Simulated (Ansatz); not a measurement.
# How many bands does the GW gap of CO2 (Pa-3) need?, part 2 of 2

How do accuracy and time trade against each other in G0W0 on CO2 (Pa-3)?

Ansatz 0.2.0; G0W0 on PBE, plane waves, PAW; PAW set soft_1. Known limits of the many-body steps: not at the basis limit; coarse k mesh.

So far. Step 4 (910 empty bands, screening to 180 eV): Against the run with 4×4×4 mesh, 423 empty bands, screening to 108 eV, PAW set soft_1 files, the gap moves by +0.14 eV. Step 5 (Changing the k mesh: 2×2×2 mesh, 423 empty bands …): Against the run with 4×4×4 mesh, 423 empty bands, screening to 108 eV, PAW set soft_1 files, the gap moves by +0.007 eV.

## 6. Changing the frequency model: 4×4×4 mesh, 910 empty bands, screening to 180 eV, plasmon pole, PAW set soft_1 files

A plasmon pole stands in for the full frequency dependence of the screening; this run shows what that costs in accuracy. Bands and cutoff differ from the step before, so it is read against an earlier run that matches them.

Input file input.yaml:

```yaml
crystal:
  lattice:
    - [5.49707328, 0.0, 0.0]
    - [0.0, 5.49707328, 0.0]
    - [0.0, 0.0, 5.49707328]
  atoms:
    - { symbol: C, position: [0.0, 0.0, 0.0] }
    - { symbol: C, position: [0.5, 0.0, 0.5] }
    - { symbol: C, position: [0.5, 0.5, 0.0] }
    - { symbol: C, position: [0.0, 0.5, 0.5] }
    - { symbol: O, position: [0.12253698, 0.12253698, 0.12253698] }
    - { symbol: O, position: [0.37746302, 0.87746302, 0.62253698] }
    - { symbol: O, position: [0.62253698, 0.37746302, 0.87746302] }
    - { symbol: O, position: [0.87746302, 0.62253698, 0.37746302] }
    - { symbol: O, position: [0.87746302, 0.87746302, 0.87746302] }
    - { symbol: O, position: [0.62253698, 0.12253698, 0.37746302] }
    - { symbol: O, position: [0.37746302, 0.62253698, 0.12253698] }
    - { symbol: O, position: [0.12253698, 0.37746302, 0.62253698] }
kpoints:
  mp_grid: { grid: [4, 4, 4] }
hamiltonian:
  xc: pbe
  pseudopotentials: { kind: paw, azcp: { folder: soft_1 } }
scf:
  occupations: { method: fixed }
gw:
  n_empty_bands: 910
  ecut_chi: 180.0
  qp_bands: [v4, c4]
  qp_kpoints: band_edges
  screening: { model: godby_needs }
```

On the command line:

```
ansatz run input.yaml --threads 4 --pin off --max-ram 138240MiB --backend cuda --events-out ev --progress --plain --runs-dir out --devices 1 --max-vram 26GiB
```

Numbers of over 12 decimals in the logs are rounded to 6 here.

What it wrote:

```text
GPUs: using 1 of 1 available (devices: 1).
[...]
GPU FFT provider: cuFFT
GPU libraries: cuBLAS 13.8.2, cuFFT 12.4.0, cuSOLVER 12.3.4
Crystal: 12 atoms, lattice volume = 166.110 Å³
Basis set: ecut = 420 eV, 3239 PW (Γ)
Bands: 44, of which v1, the nominal top of the filled ones, is band 32 counted from 1 (31 counted from 0)
Symmetry: 24 space group operations
[...]
k-points: 11 of 64
[...]
0    36      6.3073   -11.0373    -3.3574   -17.3055  0.8418     9.2479     9.2182  root
[...]
10    33      6.2346   -10.9297    -3.3399   -17.1562  0.8425     9.1515     9.1212  root
    10    34      6.2346   -10.9297    -3.3399   -17.1562  0.8425     9.1515     9.1212  root
    10    35      6.2346   -10.9297    -3.3399   -17.1562  0.8425     9.1515     9.1212  root
    10    36      6.2346   -10.9297    -3.3399   -17.1562  0.8425     9.1515     9.1212  root
[key lines of the parts left out:]
SCF converged after 8 iterations
Free energy (F): -5539.526389 eV
Fermi energy:    -1.652406 eV
```

Elapsed: 1.7 min, on 1 × NVIDIA H100 80GB HBM3 (shared by 3 runs) with 4 threads of AMD EPYC 7R13 (Zen 3), shared host; peak memory 8.3 GiB; 4.2 min of CPU time.

Numbers from this step:

- bands summed: 942
- plasmon-pole fit frequency: 23.05 eV
- RPA ε∞ on this mesh (eigenvalues): 1.944, 1.944, 1.944
- plane waves in the screening matrix: 925
- G0W0 gap on the mesh: 10.50 eV
- k of the valence top: 0, 0, 0
- k of the conduction bottom: 0, 0, 0
- starting gap on the mesh: 6.871 eV
- least direct G0W0 gap on the computed points: 10.50 eV

Against the run with 4×4×4 mesh, 910 empty bands, screening to 180 eV, PAW set soft_1 files, the gap moves by −0.08 eV.

## 7. Changing the files and raising the bands: 4×4×4 mesh, 1350 empty bands, screening to 234 eV, hard PAW files

Other atomic data (hard PAW) test the pseudisation: the cutoff goes from 420 to 930 eV, with the same valence electrons. Bands and screening cutoff change too, so the step is no clean test of the files.

This step: G0W0 on PBE, plane waves, PAW.

input.yaml: that of step 6 with these lines changed.

```diff
@@ -22,3 +22,3 @@
   xc: pbe
-  pseudopotentials: { kind: paw, azcp: { folder: soft_1 } }
+  pseudopotentials: { kind: paw, source: ansatz }
 scf:
@@ -26,6 +26,6 @@
 gw:
-  n_empty_bands: 910
-  ecut_chi: 180.0
+  n_empty_bands: 1350
+  ecut_chi: 234.0
   qp_bands: [v4, c4]
   qp_kpoints: band_edges
-  screening: { model: godby_needs }
+  screening: { model: contour_deformation }
```

What it wrote:

```text
GPUs: using 1 of 1 available (devices: 1).
[...]
GPU FFT provider: cuFFT
GPU libraries: cuBLAS 13.8.2, cuFFT 12.4.0, cuSOLVER 12.3.4
Crystal: 12 atoms, lattice volume = 166.110 Å³
Basis set: ecut = 930 eV, 10779 PW (Γ)
Bands: 44, of which v1, the nominal top of the filled ones, is band 32 counted from 1 (31 counted from 0)
Symmetry: 24 space group operations
[...]
k-points: 11 of 64
[...]
0    36      6.3424   -11.0081    -3.6366   -17.2586  0.8371     8.9957     8.9562  root
[...]
10    33      6.2689   -10.9005    -3.6147   -17.1102  0.8380     8.9022     8.8639  root
    10    34      6.2689   -10.9005    -3.6147   -17.1102  0.8380     8.9022     8.8639  root
    10    35      6.2689   -10.9005    -3.6147   -17.1102  0.8380     8.9022     8.8639  root
    10    36      6.2689   -10.9005    -3.6147   -17.1102  0.8380     8.9022     8.8639  root
[key lines of the parts left out:]
SCF converged after 8 iterations
Free energy (F): -5539.530016 eV
Fermi energy:    -1.644920 eV
```

It took 2.3 min on 1 × NVIDIA H100 80GB HBM3 (shared by 3 runs) with 4 threads; peak memory 6.2 GiB; 4.3 min of CPU time.

This step gave:

```yaml
bands_summed: 1382
rpa_eps_infinity_on_this_mesh_eigenvalues: 1.943, 1.943, 1.943
plane_waves_in_the_screening_matrix: 1357
g0w0_gap_on_the_mesh: 10.74 eV
k_of_the_valence_top: 0, 0, 0
k_of_the_conduction_bottom: 0, 0, 0
starting_gap_on_the_mesh: 6.874 eV
least_direct_g0w0_gap_on_the_computed_points: 10.74 eV
```

Against the run with 4×4×4 mesh, 910 empty bands, screening to 180 eV, PAW set soft_1 files, the gap moves by +0.15 eV.

## 8. Side by side

Times are wall times on 1 × NVIDIA H100 80GB HBM3 (shared by 3 runs) with 4 threads of AMD EPYC 7R13 (Zen 3), shared host, good to a factor of about two.

```tsv
mesh	files	frequency	bands summed	cutoff (eV)	start (eV)	G0W0 (eV)	time	host memory (GiB)
4×4×4	PAW set soft_1	contour deformation	181	54	6.871	10.325	20 s	1.2
4×4×4	PAW set soft_1	contour deformation	455	108	6.871	10.442	30 s	1.5
4×4×4	PAW set soft_1	contour deformation	942	180	6.871	10.585	62 s	2.6
2×2×2	PAW set soft_1	contour deformation	455	108	6.871	10.449	13 s	1.2
4×4×4	PAW set soft_1	plasmon pole	942	180	6.871	10.502	1.7 min	8.3
4×4×4	hard PAW	contour deformation	1382	234	6.874	10.737	2.3 min	6.2
```

The parts of the quasiparticle energy at the two band edges (eV; QP = start + Σx + Σc − Vxc):

```tsv
run	edge	start	Σx	Σc	Vxc	Z	QP
181 bands	valence top	-1.65	-26.18	3.52	-20.84	0.83	-3.48
181 bands	conduction bottom	5.22	-6.51	-3.12	-11.26	0.88	6.85
455 bands	valence top	-1.65	-26.18	3.30	-20.84	0.82	-3.70
455 bands	conduction bottom	5.22	-6.51	-3.23	-11.26	0.88	6.74
942 bands	valence top	-1.65	-26.18	3.07	-20.84	0.81	-3.92
942 bands	conduction bottom	5.22	-6.51	-3.31	-11.26	0.88	6.66
```

## 9. Outcome

```
181 bands, 54 eV                    : 10.325 eV
455 bands, 108 eV                   : 10.442 eV
942 bands, 180 eV                   : 10.585 eV
estimated limit in bands and cutoff : 10.72 eV
mesh and start                      : 4×4×4, PBE
```

**Reading.** A line in one over the bands through the two highest rungs gives 10.72 eV, +0.13 eV from the top rung; the pair below gives 10.52 eV, so the estimate is still climbing. The rungs stand 0.39 eV (181 bands), 0.28 eV (455 bands) and 0.13 eV (942 bands) from it. From 181 to 942 bands the gap moves by +0.26 eV while the time grows 3.1-fold. Σc changes by −0.45 eV at the valence top and −0.19 eV at the conduction bottom, so the valence edge carries most of the change. On the 2×2×2 mesh in place of 4×4×4 the gap differs by +0.01 eV, of which −0.0001 eV is already in the start. The plasmon-pole model gives −0.08 eV against contour deformation, 2 % of the correction, and saved no time in this program. With hard PAW files and 1382 bands the gap is 10.74 eV; the line for the PAW set soft_1 files gives 10.63 eV at that count, a difference of +0.11 eV that holds the line's own error too.

[Paths, hosts, dates, memory and timing lines, banners, echoed tables and standing remarks are left out of the program output.]

[Logs are printed without paths, hosts, clocks, repeated set-up lines and the standing remarks that a program may print on its own settings, such as how far it seeks lower states.]

[Runs of the session that timed out or met a known fault of the program may be left out.]

[Cells called generated may have been cut or substituted from an entry of the Crystallography Open Database or the Materials Project.]

[Hosts, paths, dates, database ids (printed as entryN), source tags and the programs' standing remarks are cut or masked in the printed files.]
